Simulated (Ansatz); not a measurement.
# Is the response still linear at 0.4 V/Å? Nb(110), 5 layers

The dipole of a slab grows in proportion to a weak field along its normal. Does the weak-field slope carry to a strong field?

**Method.** Ansatz 0.2.0, plane waves with PAW datasets (its set soft_2), PBE; atoms held at bulk places, 18 Å of vacuum, dipole correction, cell area 7.70 Å², 18×18 k-points, smearing 0.1 eV. Without field the slab has no gap over 0.05 eV.

```tsv
run	field (V/Å)	dipole (e·Å)
run 1	−0.10	−0.05823
run 2	−0.05	−0.02911
run 3	0.00	0.00000
run 4	0.05	0.02911
run 5	0.10	0.05823
run 6	0.40	?
```

Q: Estimate the withheld value from the rows shown.

A least-squares line through the 5 rows shown has slope 0.582280 and intercept 0.000000; no row lies more than 0.00001 e·Å off it. A perfect conductor with that slope would be 180.95 × 0.58228 / 7.70 = 13.68 Å thick. At 0.40 it gives 0.582280 × 0.40 + 0.000000 = 0.23291 e·Å, beyond the rows fitted. Rounding and scatter of the rows alone allow about ±0.00002 e·Å there.

The run itself gives 0.23314 e·Å: a miss of +0.00023 e·Å. That is under 1 % of the induced dipole, so the response is still linear.

**Limits.** Ions are held, so this is the electronic response. Of the series that stay linear within 1 %, this collection keeps about one in seven, and it keeps all that bend. In the strongest field, at least, the program warns that the far vacuum lies low against the Fermi level, so charge may spill into it, by an amount that depends on the cell's height.

[Logs are printed without paths, hosts, clocks, repeated set-up lines and the standing remarks that a program may print on its own settings, such as how far it seeks lower states.]
